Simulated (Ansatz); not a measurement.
# SnSe2 monolayer (1T): phonons and vibrational spectra

Wanted: phonon frequencies of SnSe2 monolayer (1T) and what follows from them.

Main program and level: Ansatz 0.2.0; DFT PBEsol, scalar-relativistic, plane waves, PAW.

## 1. Starting point

The cell holds 3 atoms: 1 Sn and 2 Se. Its edges and angles: a = 3.800 Å, b = 3.800 Å, c = 20.000 Å, α = 90.0°, β = 90.0°, γ = 120.0°. Vacuum lies along c.

## 2. Relaxation

Harmonic phonons are second derivatives at a point where the forces vanish, and they are wanted at zero stress, so atoms and cell are relaxed first.

The program solves this slab on a cell height of its own, 29.9 Å, in place of the one typed.

input.yaml

```yaml
crystal:
  lattice:
    - [3.8, 0.0, 0.0]
    - [-1.9, 3.2909, 0.0]
    - [0.0, 0.0, 20.0]
  atoms:
    - { symbol: Sn, position: [0.0, 0.0, 0.5] }
    - { symbol: Se, position: [0.333333, 0.666667, 0.57659] }
    - { symbol: Se, position: [0.666667, 0.333333, 0.42341] }
  periodic: [true, true, false]
kpoints:
  mp_grid: { grid: [9, 9, 1] }
hamiltonian:
  xc: pbesol
scf:
  occupations: { method: gaussian, width: 0.02 }
output:
  forces: true
  stress: true
  eigenvalues: true
  write_density: true
  write_potential: true
  elf: true
  volumetric_format: npy
relax:
  adjacent_minimum: "off"
  f_tol: 0.005
  max_steps: 80
  cell: { stress_2d_tol: 0.02 }
```

Launch:

```bash
ansatz run input.yaml --threads 8 --pin off --max-ram 14336MiB --backend cpu --events-out ev --progress --plain --runs-dir out
```

Numbers of over 12 decimals in the logs are rounded to 6 here.

What it wrote:

```text
Warning: crystal.periodic: the lattice vector that does not repeat stood 0.000° off the slab's normal, 20.000 Å along it as the deck builds it. The run solves the slab on a vector along the normal, 29.927 Å long, with every atom where it was (on the deck's vector they left 16.94 Å outside them, and the widest stretch free of ions among them is 1.53 Å). A fractional position that the run reports is one of the run's ce [...]
Warning: the atoms were moved onto the symmetric positions of the space group found under crystal.symmetry.tolerance 1.0e-5 (fractional; no operation is sought that the atoms, as they stand in a round, miss by more than twice it, and no atom is moved by as much as it), and the run uses the moved positions. Before a round's move an operation carried an atom to 3.80e-6 Å from where it should land, the largest such dist [...]
crystal.periodic: the lattice vector that does not repeat stood 0.000° off the slab's normal, 20.000 Å along it as the deck builds it. The run solves the slab on a vector along the normal, 29.927 Å long, with every atom where it was (on the deck's vector they left 16.94 Å outside them, and the widest stretch free of ions among them is 1.53 Å). A fractional position that the run reports is one of the run's cell, which [...]
Engine: ansatz 0.2.0, aarch64-unknown-linux-gnu
Pseudopotentials: kind: paw
Pseudopotential: Sn, paw, valence charge 14, recommended cutoff 420 eV (normal), Sn.paw.azcp
Pseudopotential: Se, paw, valence charge 16, recommended cutoff 420 eV (normal), Se.paw.azcp
Functional definition: PBEsol
  exchange = pbesol_x
  correlation = pbesol_c
Crystal: 3 atoms, lattice volume = 374.252 Å³
Basis set: ecut = 420 eV, 7301 PW (Γ), exchange–correlation on 54×54×432 points (8 copies of the dense FFT grid, shifted against one another)
Bands: 28, of which v1, the nominal top of the filled ones, is band 23 counted from 1 (22 counted from 0)
Symmetry: 12 space group operations
Space group: P-3m1 (ITA 164), of the structure as read, at distance tolerance 7.2e-5 Å
k-points: 12 of 81
Non-local potential: Sn, projectors of the file, l = 0: 2, l = 1: 2, l = 2: 2, l = 3: 2
Non-local potential: Se, projectors of the file, l = 0: 2, l = 1: 2, l = 2: 3, l = 3: 1
PAW form: soft (Blöchl's): semilocal exchange-correlation on the pseudo side does not see the compensation charge
PAW frozen core: Sn, regenerated for the run's functional, and the local potential with it (the file was generated under x = pbe(κ = 0.804, μ = 0.219515), c = pbe(β = 0.066725))
PAW frozen core: Se, regenerated for the run's functional, and the local potential with it (the file was generated under x = pbe(κ = 0.804, μ = 0.219515), c = pbe(β = 0.066725))
PAW one-centre angular grid: Sn, 590 points (default); XC on 64 Gauss nodes
PAW one-centre angular grid: Se, 590 points (default); XC on 64 Gauss nodes
Initial density: superposition of atomic densities (neutral atoms: chi_scale 0, normalization atom), corrected by the library's trained network
Initial wavefunctions: pseudopotential atomic-orbital guess
Functional: x = pbesol(κ = 0.804, μ = 0.123457), c = pbesol(β = 0.046)
SCF iter   1: F=—  HF=-16799.133106 eV  |F-HF|=—  |Δ(HF+E_count)|=         —  Δρ=1.32e-3  dr2=6.90e-3  ethr=1.77e-3  ⟨swp⟩=16.1  Hψ=2462  notcnv=0
preconditioner: auto → Resta (q_TF=auto, 1.924 Å⁻¹)  ε∞=1.6  [insulator: Δε(μ)=0.940 eV  Ē_g=9.900 eV  σ=0.020 eV  W_gap=1.00  n_scr=36 (ndim 8)  ℏωp=7.7 eV  f_vac=0.776  D(μ)=0.00/eV (n_scr^D=0)  ε∞_Penn≈1.6  vacuum switching on, ρ_ref=7.1e-3 e/Å³]
SCF iter   2: F=—  HF=-16799.129288 eV  |F-HF|=—  |Δ(HF+E_count)|=   3.82e-3  Δρ=4.89e-4  dr2=6.82e-4  ethr=1.50e-5  ⟨swp⟩=4.3  Hψ=1026  notcnv=0  defer=12
SCF iter   3: F=—  HF=-16799.129787 eV  |F-HF|=—  |Δ(HF+E_count)|=   5.00e-4  Δρ=1.85e-4  dr2=1.59e-4  ethr=1.48e-6  ⟨swp⟩=2.7  Hψ=547  notcnv=0  defer=12
SCF iter   4: F=—  HF=-16799.129903 eV  |F-HF|=—  |Δ(HF+E_count)|=   1.15e-4  Δρ=7.96e-5  dr2=1.78e-5  ethr=3.45e-7  ⟨swp⟩=2.9  Hψ=504  notcnv=0  defer=12
SCF iter   5: F=—  HF=-16799.129970 eV  |F-HF|=—  |Δ(HF+E_count)|=   6.73e-5  Δρ=1.91e-5  dr2=2.12e-6  ethr=3.87e-8  ⟨swp⟩=3.0  Hψ=552  notcnv=0  defer=12
iter 6 did not close the SCF: its close was put off until two iterations running show no level that it waits for move by more than its bar (scf_convergence_deferred on its scf_iter line)
SCF iter   6: F=-16799.129971 eV  HF=-16799.129970 eV  |F-HF|=1.96e-7  |Δ(HF+E_count)|=   3.05e-7  Δρ=4.23e-6  dr2=7.02e-8  ethr=2.17e-10  ⟨swp⟩=22.3  Hψ=3404  notcnv=0
iter 7 did not close the SCF: its close was put off until two iterations running show no level that it waits for move by more than its bar (scf_convergence_deferred on its scf_iter line)
SCF iter   7: F=-16799.129971 eV  HF=-16799.129971 eV  |F-HF|=4.11e-8  |Δ(HF+E_count)|=   1.83e-7  Δρ=9.41e-7  dr2=2.77e-9  ethr=1.53e-10  ⟨swp⟩=12.2  Hψ=2578  notcnv=0
SCF iter   8: F=-16799.129971 eV  HF=-16799.129971 eV  |F-HF|=1.54e-9  |Δ(HF+E_count)|=   4.11e-8  Δρ=1.53e-7  dr2=8.70e-11  ethr=6.03e-12  ⟨swp⟩=10.1  Hψ=2265  notcnv=0
SCF 1 converged in 8 iterations: F = -16799.129971 eV  dr2 = 8.70e-11
  greatest PAW one-centre occupation: 1.000 electrons in one spin orbital (limit 2), on the Se atom at site 2 (counted from 0), in its partial waves of l = 2
relax step   1: F+E_penalty+E_count = -16799.12997059 eV  Δ(F+E_penalty+E_count) = +0.000e0 eV  max|allowed force component| = 5.706e-1 eV/Å  Δτ_max = 0.0000 Å  P = +1.050 N/m  Ω = 374.252 Å³  fix = [c, alpha, beta]  reactions: c +0.000 N/m  (8 SCF iters, dr2 threshold 1.00e-7 eV, accepted)
Crystal: 3 atoms, lattice volume = 369.540 Å³
Basis set: ecut = 420 eV, 7265 PW (Γ), exchange–correlation on 54×54×432 points (8 copies of the dense FFT grid, shifted against one another)
Initial density: handed on by an earlier stage of this run
Initial wavefunctions: those handed on with the density
iter 1 solved again at ethr=1.34e-4 eV; its pass at ethr=3.10e-3 eV (dr2=6.15e-2 eV) is discarded
SCF iter   1: F=—  HF=-16799.018844 eV  |F-HF|=—  |Δ(HF+E_count)|=         —  Δρ=3.89e-3  dr2=6.17e-2  ethr=1.34e-4  ⟨swp⟩=2.2  Hψ=2222  notcnv=0
preconditioner: auto → Resta (q_TF=auto, 1.928 Å⁻¹)  ε∞=1.7  [insulator: Δε(μ)=0.420 eV  Ē_g=9.369 eV  σ=0.020 eV  W_gap=1.00  n_scr=24 (ndim 8)  ℏωp=7.7 eV  f_vac=0.761  D(μ)=0.00/eV (n_scr^D=0)  ε∞_Penn≈1.7  vacuum switching on, ρ_ref=6.4e-3 e/Å³]
SCF iter   2: F=—  HF=-16799.000520 eV  |F-HF|=—  |Δ(HF+E_count)|=   1.83e-2  Δρ=1.64e-3  dr2=1.02e-2  ethr=1.34e-4  ⟨swp⟩=2.8  Hψ=511  notcnv=0
[...]
Crystal: 3 atoms, lattice volume = 374.779 Å³
iter 1 solved again at ethr=6.34e-5 eV; its pass at ethr=3.10e-3 eV (dr2=2.92e-2 eV) is discarded
SCF iter   1: F=—  HF=-16799.171899 eV  |F-HF|=—  |Δ(HF+E_count)|=         —  Δρ=2.70e-3  dr2=3.16e-2  ethr=6.34e-5  ⟨swp⟩=2.9  Hψ=2162  notcnv=0
preconditioner: auto → Resta (q_TF=auto, 1.923 Å⁻¹)  ε∞=1.6  [insulator: Δε(μ)=0.765 eV  Ē_g=9.717 eV  σ=0.020 eV  W_gap=1.00  n_scr=36 (ndim 8)  ℏωp=7.7 eV  f_vac=0.772  D(μ)=0.00/eV (n_scr^D=0)  ε∞_Penn≈1.6  vacuum switching on, ρ_ref=6.8e-3 e/Å³]
SCF iter   2: F=—  HF=-16799.162722 eV  |F-HF|=—  |Δ(HF+E_count)|=   9.18e-3  Δρ=1.13e-3  dr2=5.13e-3  ethr=6.34e-5  ⟨swp⟩=3.0  Hψ=521  notcnv=0
SCF iter   3: F=—  HF=-16799.161466 eV  |F-HF|=—  |Δ(HF+E_count)|=   1.26e-3  Δρ=4.04e-4  dr2=1.81e-3  ethr=1.12e-5  ⟨swp⟩=3.2  Hψ=616  notcnv=0
SCF iter   4: F=—  HF=-16799.161099 eV  |F-HF|=—  |Δ(HF+E_count)|=   3.67e-4  Δρ=1.18e-4  dr2=4.55e-5  ethr=3.94e-6  ⟨swp⟩=3.0  Hψ=555  notcnv=0
SCF iter   5: F=—  HF=-16799.161112 eV  |F-HF|=—  |Δ(HF+E_count)|=   1.35e-5  Δρ=3.25e-5  dr2=3.87e-6  ethr=9.89e-8  ⟨swp⟩=3.7  Hψ=654  notcnv=0
SCF iter   6: F=—  HF=-16799.161158 eV  |F-HF|=—  |Δ(HF+E_count)|=   4.50e-5  Δρ=7.29e-6  dr2=2.24e-7  ethr=8.41e-9  ⟨swp⟩=3.7  Hψ=682  notcnv=0
SCF iter   7: F=—  HF=-16799.161158 eV  |F-HF|=—  |Δ(HF+E_count)|=   2.50e-7  Δρ=1.97e-6  dr2=2.45e-8  ethr=4.86e-10  ⟨swp⟩=3.1  Hψ=537  notcnv=0
SCF iter   8: F=—  HF=-16799.161158 eV  |F-HF|=—  |Δ(HF+E_count)|=   4.25e-9  Δρ=4.32e-7  dr2=1.20e-9  ethr=5.32e-11  ⟨swp⟩=2.9  Hψ=539  notcnv=0
SCF iter   9: F=—  HF=-16799.161158 eV  |F-HF|=—  |Δ(HF+E_count)|=  6.66e-10  Δρ=8.21e-8  dr2=4.07e-11  ethr=2.62e-12  ⟨swp⟩=3.5  Hψ=710  notcnv=0
SCF iter  10: F=-16799.161158 eV  HF=-16799.161158 eV  |F-HF|=5.82e-11  |Δ(HF+E_count)|=  6.18e-11  Δρ=1.38e-8  dr2=1.40e-12  ethr=1.00e-12  ⟨swp⟩=10.2  Hψ=2254  notcnv=0
SCF 3 converged in 10 iterations: F = -16799.161158 eV  dr2 = 1.40e-12
relax step   3: F+E_penalty+E_count = -16799.16115776 eV  Δ(F+E_penalty+E_count) = -3.119e-2 eV  max|allowed force component| = 4.736e-2 eV/Å  Δτ_max = 0.0596 Å  P = -0.083 N/m  Ω = 374.779 Å³  energy of the carried Pulay correction = -2.857e-5 eV  fix = [c, alpha, beta]  reactions: c -0.000 N/m  (10 SCF iters, accepted)
[...]
relax step   4: F+E_penalty+E_count = -16799.16138724 eV  Δ(F+E_penalty+E_count) = -2.295e-4 eV  max|allowed force component| = 1.758e-3 eV/Å  Δτ_max = 0.0046 Å  P = -0.008 N/m  Ω = 374.759 Å³  energy of the carried Pulay correction = -2.746e-5 eV  fix = [c, alpha, beta]  reactions: c -0.000 N/m  (4 SCF iters, dr2 threshold 1.40e-7 eV, accepted)
Initial wavefunctions: pseudopotential atomic-orbital guess (no wavefunctions were taken with the density)
iter 1 solved again at ethr=1.29e-6 eV; its pass at ethr=3.10e-3 eV (dr2=5.91e-4 eV) is discarded
SCF iter   1: F=—  HF=-16799.159671 eV  |F-HF|=—  |Δ(HF+E_count)|=         —  Δρ=5.90e-5  dr2=3.78e-7  ethr=1.29e-6  ⟨swp⟩=4.9  Hψ=3375  notcnv=0
eigensolver tolerance schedule: the retry pair's looser diagonalisation over-reported the residual by 1564.01 of it (diagonalisation noise at 1.85 of the residual, at the tolerance the schedule requests for it); recorded, not acted on — ethr = c·dr2/N_el stays at c = 1.0e-1
preconditioner: auto → Resta (q_TF=auto, 1.923 Å⁻¹)  ε∞=1.6  [insulator: Δε(μ)=0.800 eV  Ē_g=9.728 eV  σ=0.020 eV  W_gap=1.00  n_scr=36 (ndim 8)  ℏωp=7.7 eV  f_vac=0.771  D(μ)=0.00/eV (n_scr^D=0)  ε∞_Penn≈1.6  vacuum switching on, ρ_ref=6.9e-3 e/Å³]
SCF iter   2: F=—  HF=-16799.160775 eV  |F-HF|=—  |Δ(HF+E_count)|=   1.10e-3  Δρ=2.96e-5  dr2=1.32e-7  ethr=8.21e-10  ⟨swp⟩=4.9  Hψ=940  notcnv=0
SCF iter   3: F=—  HF=-16799.161243 eV  |F-HF|=—  |Δ(HF+E_count)|=   4.69e-4  Δρ=1.21e-5  dr2=3.18e-8  ethr=2.87e-10  ⟨swp⟩=3.3  Hψ=556  notcnv=0
SCF iter   4: F=—  HF=-16799.161417 eV  |F-HF|=—  |Δ(HF+E_count)|=   1.74e-4  Δρ=6.26e-7  dr2=2.48e-9  ethr=6.92e-11  ⟨swp⟩=3.3  Hψ=497  notcnv=0
SCF iter   5: F=—  HF=-16799.161419 eV  |F-HF|=—  |Δ(HF+E_count)|=   1.53e-6  Δρ=1.85e-7  dr2=2.86e-10  ethr=5.40e-12  ⟨swp⟩=3.3  Hψ=498  notcnv=0
SCF iter   6: F=—  HF=-16799.161419 eV  |F-HF|=—  |Δ(HF+E_count)|=   2.10e-9  Δρ=5.37e-8  dr2=1.38e-11  ethr=1.00e-12  ⟨swp⟩=2.3  Hψ=512  notcnv=0
SCF iter   7: F=-16799.161419 eV  HF=-16799.161419 eV  |F-HF|=1.58e-8  |Δ(HF+E_count)|=   2.24e-8  Δρ=1.89e-8  dr2=1.23e-12  ethr=1.00e-12  ⟨swp⟩=12.1  Hψ=1991  notcnv=0
SCF 5 converged in 7 iterations: F = -16799.161419 eV  dr2 = 1.23e-12
relax step   5: F+E_penalty+E_count = -16799.16141854 eV  Δ(F+E_penalty+E_count) = -3.130e-5 eV  max|allowed force component| = 1.788e-3 eV/Å  Δτ_max = 0.0000 Å  P = -0.010 N/m  Ω = 374.759 Å³  fix = [c, alpha, beta]  reactions: c -0.000 N/m  stress off target by 9.87e-3 N/m on what of the cell is left free  SCF on the basis re-selected at this cell (its energy is not comparable with the rows above)  (7 SCF iters)
basis re-selected at this cell: Δ(F+E_penalty+E_count) = -3.130e-5 eV, ΔP = -0.002 N/m vs the last step (what re-selecting the basis moved, of the pressure what is left beyond the Pulay correction that the steps carried, after the strain that the cell walked since its last selection, with what the two solves' SCF thresholds leave and, on support functions, any second-order correction that the steps lacked; it is no m [...]
SCF converged after 7 iterations
Free energy (F): -16799.161419 eV
Harris-Foulkes:  -16799.161419 eV  (|F-HF|=1.58e-8)
Internal energy: -16799.161419 eV  (E = F + TS)
E sigma→0 (E₀):  -16799.161419 eV
Fermi energy:    -5.580912 eV
--- Per-component energies (eV) ---
  E_band       = -1501.530029
  E_kinetic    = 424.951132
  E_local      = -95367.278822  (includes V_loc(G=0)·N_el)
  E_nonlocal   = -1214.531375
  E_hartree    = 47436.579198
  E_xc         = -584.278735
  E_vxc        = -291.323459  (∫ρ·V_xc dr)
  E_paw        = -7805.533530  (= ΣΔE_a)
  E_vpaw       = 73.495104  (= ΣTr[D̂ρ^β])
  E_aug_tail   = -0.001232  (compensation charges beyond the density's cutoff)
  E_ewald      = 40308.630204
  E_core_change = 2.301741  (= ΣΔE_core)
  E_smearing   = -0.000000  (= −TS)
  E_closure    = -0.000000  (closes the sum)
  Σ components = -16799.161419   (vs F -16799.161419, Δ=0.00e0)
--- Forces (eV/Å), atoms counted from 1 ---
  atom   1  Sn     0.00000000    -0.00000000     0.00000000
  atom   2  Se     0.00000000    -0.00000000    -0.00178831
  atom   3  Se     0.00000000     0.00000000     0.00178831
  max |Σ_I F_I| component: 2.17e-19 eV/Å
--- 2D stress c σ (N/m, compression-positive) ---
       -0.009870       0.000000       0.000000
       -0.000000      -0.009870       0.000000
        0.000000       0.000000      -0.000000
  P = ½ c Tr σ = -0.0099 N/m
--- Band table (eV; the first three rows and the last of 12) ---
  k-point 0: bands = [... 19 lower, -6.4658, -6.4658, -6.0602, -6.0602, -4.3548, -2.9481, -1.3755, -1.3755, ... 1 higher]
  k-point 1: bands = [... 19 lower, -7.1333, -6.8480, -6.6932, -5.9811, -3.7875, -2.3048, -1.5038 (-1.5038°), -1.0870, ... 1 higher]
  k-point 2: bands = [... 19 lower, -7.7582, -7.4535, -6.9294, -6.0553, -3.9518, -1.9816, -0.5955 (-0.5955°), -0.5431, ... 1 higher]
  k-point 11: bands = [... 19 lower, -9.7562, -9.3776, -6.9000, -6.9000, -4.1655, -0.7583, -0.7583, 0.6579, ... 1 higher]
  ° read free of the cell's end (the report's vacuum.weakly_bound_levels)
--- Relaxed structure (4 steps of the walk, 3 accepted, 1 SCFs on fresh bases) ---
  F+E_penalty+E_count = -16799.16141854 eV   max|allowed force component| = 1.788e-3 eV/Å   (the final SCF, on the basis selected at the relaxed cell)
  cell:  # Å, volume = 374.7590 Å³
    - [3.802574, 0.0, 0]
    - [-1.901287, 3.293126, 0]
    - [0, 0, 29.927200]
  atoms:
    - { symbol: Sn, position: [0, 0, 0.334144] }
    - { symbol: Se, position: [0.333333, 0.666667, 0.387167] }
    - { symbol: Se, position: [0.666667, 0.333333, 0.281121] }
```

Run time: 8.2 s. Hardware: 8 threads of Arm Neoverse V2, shared host; peak memory 0.99 GiB; 58 s of CPU time.

The steps of the relaxation:

```csv
step,energy less that of the first step (eV),largest force component (eV/Å),volume (Å³)
1,0.0000,0.5706,374.25
2,0.1326,1.1843,369.54
3,-0.0312,0.0474,374.78
4,-0.0314,0.0018,374.76
5*,-0.0314,0.0018,374.76
```

Relaxation steps marked * repeat the geometry before them on a plane-wave basis chosen anew for their cell, so energy and pressure can jump there. Relaxation step 2 was tried and not accepted.

Forces are held to the 12 operations that the run works with; a distortion that breaks them can't arise in this run.

```csv
cell as run,before,after,change
a (Å),3.800,3.803,+0.1 %
b (Å),3.800,3.803,+0.1 %
```

The atoms that moved most (Å, along periodic axes as changes of fractional coordinates times the final cell, across vacuum about the mean position):

```csv
atom,dx,dy,dz,length
Se2,0.000,0.000,0.055,0.055
Se3,0.000,0.000,-0.055,0.055
```

Final coordinates:

```xyz
3
Lattice="3.8026 0.0000 0.0000 -1.9013 3.2931 0.0000 0.0000 0.0000 29.9272" Properties=species:S:1:pos:R:3
Sn    0.0000    0.0000   10.0000
Se    0.0000    2.1954   11.5868
Se    1.9013    1.0977    8.4132
```

This step gave:

| Property | Result |
| --- | --- |
| gap on the k-mesh | 0.8003 eV |
| direct gap on mesh | 1.147 eV |
| area per atom | 4.174 Å² |

Electrostatic potential energy in the ac plane at fractional y = 0.000, with atoms of Sn within 0.2 Å of it. With pseudopotentials it is smooth inside the atoms' cores, unlike the true potential.

Values in units of 1e0 eV, 24 rows by 14 columns, each cell a mean:
```
  0.0   0.0   0.0   0.0   0.0   0.0   0.0   0.0   0.0   0.0   0.0   0.0   0.0   0.0
  0.0   0.0   0.0   0.0   0.0   0.0   0.0   0.0   0.0   0.0   0.0   0.0   0.0   0.0
  0.0   0.0   0.0   0.0   0.0   0.0   0.0   0.0   0.0   0.0   0.0   0.0   0.0   0.0
  0.0   0.0   0.0   0.0   0.0   0.0   0.0   0.0   0.0   0.0   0.0   0.0   0.0   0.0
  0.0   0.0   0.0   0.0   0.0   0.0   0.0   0.0   0.0   0.0   0.0   0.0   0.0   0.0
  0.0   0.0   0.0   0.0   0.0   0.0   0.0   0.0   0.0   0.0   0.0   0.0   0.0   0.0
  0.0   0.0   0.0   0.0   0.0   0.0   0.0   0.0   0.0   0.0   0.0   0.0   0.0   0.0
  0.0   0.0   0.0   0.0   0.0   0.0   0.0   0.0   0.0   0.0   0.0   0.0   0.0   0.0
  0.0   0.0   0.0   0.0   0.0   0.0   0.0   0.0   0.0   0.0   0.0   0.0   0.0   0.0
  0.0   0.0   0.0   0.0   0.0   0.0   0.0   0.0   0.0   0.0   0.0   0.0   0.0   0.0
  0.0   0.0   0.0   0.0   0.0   0.0   0.0   0.0   0.0   0.0   0.0   0.0   0.0   0.0
  0.0   0.0   0.0   0.0   0.0   0.0   0.0   0.0   0.0   0.0   0.0   0.0   0.0   0.0
  0.0   0.0   0.0   0.0   0.0   0.0   0.0   0.0   0.0   0.0   0.0   0.0   0.0   0.0
 -0.3  -0.3  -0.4  -0.5  -0.6  -0.8  -1.0  -1.0  -0.9  -0.7  -0.6  -0.4  -0.3  -0.3
 -3.8  -3.6  -3.1  -3.0  -3.7  -5.0  -6.4  -7.0  -6.1  -4.5  -3.4  -3.0  -3.3  -3.6
 -5.2  -5.7  -9.5  -9.9  -8.5  -5.6  -4.3  -4.0  -4.5  -6.5  -9.1 -10.0  -8.3  -5.6
 -6.8  -7.3  -9.4  -8.8  -7.4  -5.5  -4.9  -4.8  -4.9  -6.0  -7.9  -9.0  -8.9  -7.0
 -2.1  -2.0  -2.0  -2.2  -3.0  -4.3  -5.6  -6.1  -5.3  -3.8  -2.7  -2.1  -2.0  -2.1
 -0.2  -0.2  -0.2  -0.3  -0.3  -0.4  -0.5  -0.5  -0.5  -0.4  -0.3  -0.3  -0.2  -0.2
  0.0   0.0   0.0   0.0   0.0   0.0   0.0   0.0   0.0   0.0   0.0   0.0   0.0   0.0
  0.0   0.0   0.0   0.0   0.0   0.0   0.0   0.0   0.0   0.0   0.0   0.0   0.0   0.0
  0.0   0.0   0.0   0.0   0.0   0.0   0.0   0.0   0.0   0.0   0.0   0.0   0.0   0.0
  0.0   0.0   0.0   0.0   0.0   0.0   0.0   0.0   0.0   0.0   0.0   0.0   0.0   0.0
  0.0   0.0   0.0   0.0   0.0   0.0   0.0   0.0   0.0   0.0   0.0   0.0   0.0   0.0
```
Columns run along a (3.8 Å; values clipped at the 3rd and 97th percentile), rows up along c (29.9 Å). Atoms in or near the plane, at fractional coordinates: Sn at (0.00, 0.33).

Valence density in the ac plane at fractional y = 0.000, with atoms of Sn within 0.2 Å of it. It is the smooth field of the valence electrons, not physical close to the nuclei.

Ten steps, logarithmic in the rise over the least value, from '_' (0.00 × 1e0 e/Å³) to '@' (6.93 × 1e0 e/Å³), each cell a mean:
```
____________________________
____________________________
____________________________
____________________________
____________________________
____________________________
____________________________
____________________________
____________________________
____________________________
____________________________
____________________________
____________________________
____________......__________
......::::----------::::....
@@@@##==--::::::::----++##@@
%%##**==--------------==**%%
........::::------::::......
____________________________
____________________________
____________________________
____________________________
____________________________
____________________________
```
Columns run along a (3.8 Å), rows up along c (29.9 Å). Atoms in or near the plane, at fractional coordinates: Sn at (0.00, 0.33).

ELF in the ac plane at fractional y = 0.000, with atoms of Sn within 0.2 Å of it. It is the smooth field of the valence electrons, not physical close to the nuclei.

Ten even steps from '0' (0.00) to '9' (0.71), each cell a mean:
```
00000000000000
00000000000000
00000000000000
00000000000000
00000000000000
00000000000000
00000000000000
00000000000000
00000000000000
00000000000000
00000000000000
00000000000000
00000000000000
00013566542100
11247999986421
11244544454321
22345666665432
01247999986311
00002344431000
00000000000000
00000000000000
00000000000000
00000000000000
00000000000000
```
Columns run along a (3.8 Å), rows up along c (29.9 Å). Atoms in or near the plane, at fractional coordinates: Sn at (0.00, 0.33).

(Part 1 of 3 ends here.)

[Logs are printed without paths, hosts, clocks, repeated set-up lines and the standing remarks that a program may print on its own settings, such as how far it seeks lower states.]

[Hosts, paths, dates, database ids (printed as entryN), source tags and the programs' standing remarks are cut or masked in the printed files.]
